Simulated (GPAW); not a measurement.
## Dielectric function and optical constants of KZnF3

Aim: the dielectric function of KZnF3, and the optical constants that follow from it.

Calculated with GPAW 26.7.0; DFT, PBE, plane-wave PAW (GPAW data sets), scalar-relativistic, RPA, optical limit.

## Step 1: The starting structure

It takes space group Pm-3m (No. 221, cubic). Conventional cell: a = 4.050 Å, b = 4.050 Å, c = 4.050 Å, α = 90.00°, β = 90.00°, γ = 90.00°. Nearest to Zn lie 6 F at 2.02 Å. Nearest to K lie 12 F at 2.86 Å. F has 2 Zn at 2.02 Å and 4 K at 2.86 Å nearest. Farther neighbours and most contacts between anions are not listed.

## Step 2: Ground state

The self-consistent density comes first; it also tells whether there is a gap, which decides the occupations and the need for a Drude term.

This step: DFT, PBE, plane-wave PAW (GPAW data sets), scalar-relativistic, ground state (GPAW 26.7.0).

gs.py

```python
from ase import Atoms
from ase.dft.bandgap import bandgap
from gpaw import GPAW, PW, FermiDirac

atoms = Atoms(['Zn', 'K', 'F', 'F', 'F'],
              cell=[[4.050000000000, 0.000000000000, 0.000000000000],
                    [0.000000000000, 4.050000000000, 0.000000000000],
                    [0.000000000000, 0.000000000000, 4.050000000000]],
              scaled_positions=[[0.500000000000, 0.500000000000, 0.500000000000],
                                [0.000000000000, 0.000000000000, 0.000000000000],
                                [0.500000000000, 0.000000000000, 0.500000000000],
                                [0.000000000000, 0.500000000000, 0.500000000000],
                                [0.500000000000, 0.500000000000, 0.000000000000]],
              pbc=[True, True, True])
atoms.calc = GPAW(mode=PW(500), xc='PBE', kpts={'size': (6, 6, 6), 'gamma': True},
                  occupations=FermiDirac(0.05), maxiter=150, txt='gs.txt')
print('energy (eV)', atoms.get_potential_energy())
print('Fermi level (eV)', atoms.calc.get_fermi_level())
print('valence electrons', atoms.calc.get_number_of_electrons())
print('gap (eV)', bandgap(atoms.calc, output=None)[0])
print('direct gap (eV)', bandgap(atoms.calc, direct=True, output=None)[0])
atoms.calc.write('gs.gpw')
```

On the command line:

```sh
OMP_NUM_THREADS=1 python gs.py
```

Numbers of over 12 decimals in the logs are rounded to 6 here.

What it wrote:

```text
__  _  _
 | _ |_)|_||  |
 |__||  | ||/\| - 26.7.0

Versions:
  Python: 3.12.14
  ASE:    3.29.0
  Numpy:  2.5.5
  Scipy:  1.18.1
  Libxc:  7.0.0

Input parameters:
  mode=PW(ecut=500.0),
  kpts=MonkhorstPack(size=(6, 6, 6), gamma=True),
  maxiter=150,
  occupations=Occupations(name='fermi-dirac', width=0.05, fixmagmom=False),
  xc=XC(name='PBE')

Diagonalizing LCAO Hamiltonian
Converting LCAO to pw mode
   .---------.
  /|         |
 * |         |
 |F|   Zn    |
 | |         |
 | .--F------.
 |/    F    /
 K---------*

Atoms  # Å, Bohr magnetons
|   | symbol |        x |        y |        z |    initial magnetic moments |
| 0 |     Zn | 2.025000 | 2.025000 | 2.025000 | ( 0.0000,  0.0000,  0.0000) |
| 1 |      K | 0.000000 | 0.000000 | 0.000000 | ( 0.0000,  0.0000,  0.0000) |
| 2 |      F | 2.025000 | 0.000000 | 2.025000 | ( 0.0000,  0.0000,  0.0000) |
| 3 |      F | 0.000000 | 2.025000 | 2.025000 | ( 0.0000,  0.0000,  0.0000) |
| 4 |      F | 2.025000 | 2.025000 | 0.000000 | ( 0.0000,  0.0000,  0.0000) |

Unit cell  # Å
| periodic |        x |        y |        z |  lengths |    angles |
|      yes | 4.050000 | 0.000000 | 0.000000 | 4.050000 | 90.000000 |
|      yes | 0.000000 | 4.050000 | 0.000000 | 4.050000 | 90.000000 |
|      yes | 0.000000 | 0.000000 | 4.050000 | 4.050000 | 90.000000 |

Number of symmetries: 48
Symmetry operations  # r_c * U_cc + t_c -> r_c
|    | kind |            matrix            |
|  0 |  E   |  1, 0, 0,  0, 1, 0,  0, 0, 1 |
|  1 |  σ   |  1, 0, 0,  0, 1, 0,  0, 0,-1 |
|  2 |  σ   |  1, 0, 0,  0, 0, 1,  0, 1, 0 |
|  3 |  C4  |  1, 0, 0,  0, 0, 1,  0,-1, 0 |
|  4 |  C4  |  1, 0, 0,  0, 0,-1,  0, 1, 0 |
|  5 |  σ   |  1, 0, 0,  0, 0,-1,  0,-1, 0 |
|  6 |  σ   |  1, 0, 0,  0,-1, 0,  0, 0, 1 |
|  7 |  C2  |  1, 0, 0,  0,-1, 0,  0, 0,-1 |
|  8 |  σ   |  0, 1, 0,  1, 0, 0,  0, 0, 1 |
|  9 |  C2  |  0, 1, 0,  1, 0, 0,  0, 0,-1 |
| 10 |  C3  |  0, 1, 0,  0, 0, 1,  1, 0, 0 |
| 11 |  S6  |  0, 1, 0,  0, 0, 1, -1, 0, 0 |
| 12 |  S6  |  0, 1, 0,  0, 0,-1,  1, 0, 0 |
| 13 |  C3  |  0, 1, 0,  0, 0,-1, -1, 0, 0 |
| 14 |  C4  |  0, 1, 0, -1, 0, 0,  0, 0, 1 |
| 15 |  S4  |  0, 1, 0, -1, 0, 0,  0, 0,-1 |
| 16 |  C3  |  0, 0, 1,  1, 0, 0,  0, 1, 0 |
| 17 |  S6  |  0, 0, 1,  1, 0, 0,  0,-1, 0 |
| 18 |  σ   |  0, 0, 1,  0, 1, 0,  1, 0, 0 |
| 19 |  C4  |  0, 0, 1,  0, 1, 0, -1, 0, 0 |
| 20 |  C2  |  0, 0, 1,  0,-1, 0,  1, 0, 0 |
| 21 |  S4  |  0, 0, 1,  0,-1, 0, -1, 0, 0 |
| 22 |  S6  |  0, 0, 1, -1, 0, 0,  0, 1, 0 |
| 23 |  C3  |  0, 0, 1, -1, 0, 0,  0,-1, 0 |
| 24 |  S6  |  0, 0,-1,  1, 0, 0,  0, 1, 0 |
| 25 |  C3  |  0, 0,-1,  1, 0, 0,  0,-1, 0 |
| 26 |  C4  |  0, 0,-1,  0, 1, 0,  1, 0, 0 |
| 27 |  σ   |  0, 0,-1,  0, 1, 0, -1, 0, 0 |
| 28 |  S4  |  0, 0,-1,  0,-1, 0,  1, 0, 0 |
| 29 |  C2  |  0, 0,-1,  0,-1, 0, -1, 0, 0 |
| 30 |  C3  |  0, 0,-1, -1, 0, 0,  0, 1, 0 |
| 31 |  S6  |  0, 0,-1, -1, 0, 0,  0,-1, 0 |
| 32 |  C4  |  0,-1, 0,  1, 0, 0,  0, 0, 1 |
| 33 |  S4  |  0,-1, 0,  1, 0, 0,  0, 0,-1 |
| 34 |  S6  |  0,-1, 0,  0, 0, 1,  1, 0, 0 |
| 35 |  C3  |  0,-1, 0,  0, 0, 1, -1, 0, 0 |
| 36 |  C3  |  0,-1, 0,  0, 0,-1,  1, 0, 0 |
| 37 |  S6  |  0,-1, 0,  0, 0,-1, -1, 0, 0 |
| 38 |  σ   |  0,-1, 0, -1, 0, 0,  0, 0, 1 |
| 39 |  C2  |  0,-1, 0, -1, 0, 0,  0, 0,-1 |
| 40 |  σ   | -1, 0, 0,  0, 1, 0,  0, 0, 1 |
| 41 |  C2  | -1, 0, 0,  0, 1, 0,  0, 0,-1 |
| 42 |  C2  | -1, 0, 0,  0, 0, 1,  0, 1, 0 |
| 43 |  S4  | -1, 0, 0,  0, 0, 1,  0,-1, 0 |
| 44 |  S4  | -1, 0, 0,  0, 0,-1,  0, 1, 0 |
| 45 |  C2  | -1, 0, 0,  0, 0,-1,  0,-1, 0 |
| 46 |  C2  | -1, 0, 0,  0,-1, 0,  0, 0, 1 |
| 47 |  i   | -1, 0, 0,  0,-1, 0,  0, 0,-1 |

BZ-sampling:
  Number of BZ points: 216
  Number of IBZ points: 20

  Monkhorst-Pack size: [6, 6, 6]
  Monkhorst-Pack shift: [0.083333, 0.083333, 0.083333]

K-points  # in reciprocal-cell coordinates
|     |                                coordinates |     weight |
|   0 | (  0.00000000,   0.00000000,   0.00000000) | 0.00462963 |
|   1 | (  0.16666667,   0.00000000,   0.00000000) | 0.02777778 |
|   2 | (  0.16666667,   0.16666667,   0.00000000) | 0.05555556 |
|   3 | (  0.16666667,   0.16666667,   0.16666667) | 0.03703704 |
|   4 | (  0.33333333,   0.00000000,   0.00000000) | 0.02777778 |
|   5 | (  0.33333333,   0.16666667,   0.00000000) | 0.11111111 |
|   6 | (  0.33333333,   0.16666667,   0.16666667) | 0.11111111 |
|   7 | (  0.33333333,   0.33333333,   0.00000000) | 0.05555556 |
|   8 | (  0.33333333,   0.33333333,   0.16666667) | 0.11111111 |
|   9 | (  0.33333333,   0.33333333,   0.33333333) | 0.03703704 |
| ... |                                            |            |
|  19 | (  0.50000000,   0.50000000,   0.50000000) | 0.00462963 |

Plane wave coefficients: 1743
Cutoff: 500.0 eV

Spin-components: 1 (collinear spins)
Bands:           26
Projectors:      26
Spin-degeneracy: 2
Datatype:        complex128

Parallelization:
  kpt:    1
  domain: 1
  band:   1

Density:
  Valence electrons: 42.0
  Components: 1
  Grid points: [21 21 21]
  Charge: 0.0  # |e|

Potential:
  Grid points: [21 21 21]

species:
  Zn:
    name:    Zinc
    id:
    Z:       30.0
    valence: 12
    core:    18
    charge:  0.0  # [|e|]
    compensation charges:
      type: gauss
      rc: 0.37  # [Å]
      lmax: 2
    cutoffs:
      filter: 2.14  # [Å]
      core: 2.28  # [Å]
    projectors
    | kind |    occ | energy [eV] | rcut [Å] |
    |   4s |  2.000 |      -5.977 |    1.286 |
    |   4p |  0.000 |      -1.117 |    1.270 |
    |   3d | 10.000 |     -10.142 |    1.180 |
    |    s |        |      21.234 |    1.286 |
    |    p |        |      26.095 |    1.270 |
    |    d |        |      17.070 |    1.180 |

    Using partial waves for Zn as LCAO basis

  K:
    name:    Potassium
    id:
    Z:       19.0
    valence: 9
    core:    10
    charge:  0.0  # [|e|]
    compensation charges:
      type: gauss
      rc: 0.35  # [Å]
      lmax: 2
    cutoffs:
      filter: 1.91  # [Å]
      core: 1.27  # [Å]
    projectors
    | kind |    occ | energy [eV] | rcut [Å] |
    |   3s |  2.000 |     -35.338 |    1.122 |
    |   4s |  1.000 |      -2.319 |    1.122 |
    |   3p |  6.000 |     -18.813 |    1.106 |
    |    p |        |       8.398 |    1.106 |
    |    d |        |       0.000 |    0.937 |

    Using partial waves for K as LCAO basis

  F:
    name:    Fluorine
    id:
    Z:       9.0
    valence: 7
    core:    2
    charge:  0.0  # [|e|]
    compensation charges:
      type: gauss
      rc: 0.20  # [Å]
      lmax: 2
    cutoffs:
      filter: 1.14  # [Å]
      core: 0.74  # [Å]
    projectors
    | kind |    occ | energy [eV] | rcut [Å] |
    |   2s |  2.000 |     -29.898 |    0.635 |
    |   2p |  5.000 |     -11.110 |    0.635 |
    |    s |        |      -2.687 |    0.635 |
    |    p |        |      16.102 |    0.635 |
    |    d |        |       0.000 |    0.635 |

    Using partial waves for F as LCAO basis

Reference energy: -73385.822227  # eV

eigensolver:
  PPCG
  Converge bands: occupied
  niter=2

density mixing:
  MSR1-Mixer
  Pratt-step length: 0.05
  Maximum mixing coefficient: 0.75
  Old densities: 10
  SVD Regularization: 0.005
  Good broyden scale: 1.0
  Trust region scale: 1.0
  Backstep threshold: 4.0
  History deletion threshold: 6.0
  Fourier metric: weight=20.0, sigma=0.015

occupation numbers:
  Fermi-Dirac:
    width: 0.0500  # eV

poisson solver:
  ecut: 4000.0  # eV

xc functional:
  name: PBE with 2 nearest neighbor stencil

convergence criteria:
- Maximum [total energy] change in last 3 cyles: 0.0005 eV / valence electron
- Maximum integral of absolute [dens]ity change: 0.0001 electrons / valence electron
- Maximum integral of absolute [eigenst]ate change: 4e-08 eV^2 / valence electron
maximum number of iterations: 150

SCF iterations
|iter     |      energy | eigst |  dens |
|iter:   1||  -21.549916 | -0.16 |       |
|iter:   2||  -21.196331 | -1.43 | -1.17 |
|iter:   3||  -20.099092 | -0.44 | -1.22 |
|iter:   4||  -20.092295 | -2.68 | -1.66 |
|iter:   5||  -20.095884c| -2.44 | -1.98 |
|iter:   6||  -20.096270c| -4.55 | -2.87 |
|iter:   7||  -20.096333c| -5.34 | -3.32 |
|iter:   8||  -20.096340c| -6.32 | -3.88 |
|iter:   9||  -20.096341c| -6.73 | -4.52c|
|iter:  10||  -20.096341c| -7.33 | -5.18c|
|iter:  11||  -20.096341c| -8.42c| -6.04c|

Converged in 11 steps
SCF loop duration: 14.212 s (1.292 s/step)
Energy contributions relative to reference atoms: (reference = -73385.822227)

Energy contributions:
  Kinetic:          40.457268
  Coulomb:         -34.808872
  Zero:              0.038554
  External:          0.000000
  Xc:              -25.783291
  Entropy:          -0.000000
  Spinorbit:         0.000000
  ----------------------------
  Free energy:     -20.096341
  Extrapolated:    -20.096341

dipole moment: (-26.853625, -26.853625, -26.853625)  # |e|*Ang

Fermi level: 3.646
Eigenvalues  # (at kpt = [0.000, 0.000, 0.000])
| band index |      eig [eV] | occ [0-2] |
|          0 |       -25.260 |     2.000 |
|        ... |               |           |
|         13 |        -1.255 |     2.000 |
|         14 |        -1.255 |     2.000 |
|         15 |        -0.280 |     2.000 |
|         16 |        -0.280 |     2.000 |
|         17 |        -0.280 |     2.000 |
|         18 |        -0.060 |     2.000 |
|         19 |        -0.060 |     2.000 |
|         20 |        -0.060 |     2.000 |
|         21 |         5.604 |     0.000 |
|         22 |        10.484 |     0.000 |
|         23 |        10.484 |     0.000 |
|         24 |        11.217 |     0.000 |
|         25 |        12.764 |     0.000 |

Gap: 3.805 eV
Transition (v -> c):
  (s=0, k=19, n=20, [0.50, 0.50, 0.50]) -> (s=0, k=0, n=21, [0.00, 0.00, 0.00])
Direct/indirect transitions are different
Direct gap: 5.664 eV
Transition at: (s=0, k=0, n=20, [0.00, 0.00, 0.00])

--- standard output ---
energy (eV) -20.096341
Fermi level (eV) 3.646099
valence electrons 42.0
gap (eV) 3.804539
direct gap (eV) 5.664187
```

Run time: 16 s. Hardware: 1 thread of Arm Neoverse V2, shared host; peak memory 0.16 GiB.

Read-outs, printed or worked out from the files:

- energy: -20.10 eV
- Fermi energy: 3.646 eV
- gap on the k-mesh: 3.805 eV
- direct gap on the mesh: 5.664 eV
- electrons: 42

There is a gap, 3.80 eV on this mesh (points off the mesh can give less), so no carriers' term is needed.

## Step 3: Bands for the response

The response needs many more empty bands than the density does.

This step: DFT, PBE, plane-wave PAW (GPAW data sets), scalar-relativistic, bands at fixed density (GPAW 26.7.0).

nscf.py

```python
from ase.dft.bandgap import bandgap
from gpaw import GPAW, FermiDirac

calc = GPAW('gs.gpw').fixed_density(kpts={'size': (8, 8, 8), 'gamma': True}, nbands=51, convergence={'bands': 45},
                                    occupations=FermiDirac(0.001), txt='nscf.txt')
print('gap (eV)', bandgap(calc, output=None)[0])
print('direct gap (eV)', bandgap(calc, direct=True, output=None)[0])
print('top band over the Fermi level (eV)', min(calc.get_eigenvalues(kpt=k)[44] for k in range(len(calc.get_ibz_k_points()))) - calc.get_fermi_level())
calc.write('full.gpw', mode='all')
```

On the command line:

```sh
OMP_NUM_THREADS=1 python nscf.py
```

What it wrote:

```text
Diagonalizing LCAO Hamiltonian
Converting LCAO to pw mode
convergence criteria:
- Maximum integral of absolute [eigenst]ate change: 4e-08 eV^2 / valence electron
maximum number of iterations: 150

SCF iterations
|iter     |      energy | eigst |  dens |
|iter:   1||             | +3.48 |       |
|iter:   2||             | +2.33 |       |
|iter:   3||             | +1.72 |       |
|iter:   4||             | +0.85 |       |
|iter:   5||             | +0.08 |       |
|iter:   6||             | -0.97 |       |
|iter:   7||             | -1.77 |       |
|iter:   8||             | -2.73 |       |
|iter:   9||             | -3.50 |       |
|iter:  10||             | -4.30 |       |
|iter:  11||             | -4.91 |       |
|iter:  12||             | -5.52 |       |
|iter:  13||             | -6.02 |       |
|iter:  14||             | -6.48 |       |
|iter:  15||             | -6.89 |       |
|iter:  16||             | -7.35 |       |
|iter:  17||             | -7.82c|       |
SCF steps: 17
  __  _  _
 | _ |_)|_||  |
 |__||  | ||/\| - 26.7.0

Versions:
  Python: 3.12.14
  ASE:    3.29.0
  Numpy:  2.5.5
  Scipy:  1.18.1
  Libxc:  7.0.0

Input parameters:
  mode=PW(ecut=500.0),
  convergence={'bands': 45},
  gpts=array([21, 21, 21]),
  kpts=MonkhorstPack(size=(8, 8, 8), gamma=True),
  maxiter=150,
  nbands=51,
  occupations=Occupations(name='fermi-dirac', width=0.001, fixmagmom=False),
  parallel={},
  xc=XC(name='PBE')

--- standard output ---
gap (eV) 3.804539
direct gap (eV) 5.664187
top band over the Fermi level (eV) 24.845063
```

It took 65 s on 1 thread; peak memory 0.22 GiB.

(Continued in part 2 of 2.)

[Machine, clock and banner lines and Python warnings are left out of the logs.]

[Logs are printed without paths, hosts, clocks, repeated set-up lines and the standing remarks that a program may print on its own settings, such as how far it seeks lower states.]

[Hosts, paths, dates, database ids (printed as entryN), source tags and the programs' standing remarks are cut or masked in the printed files.]
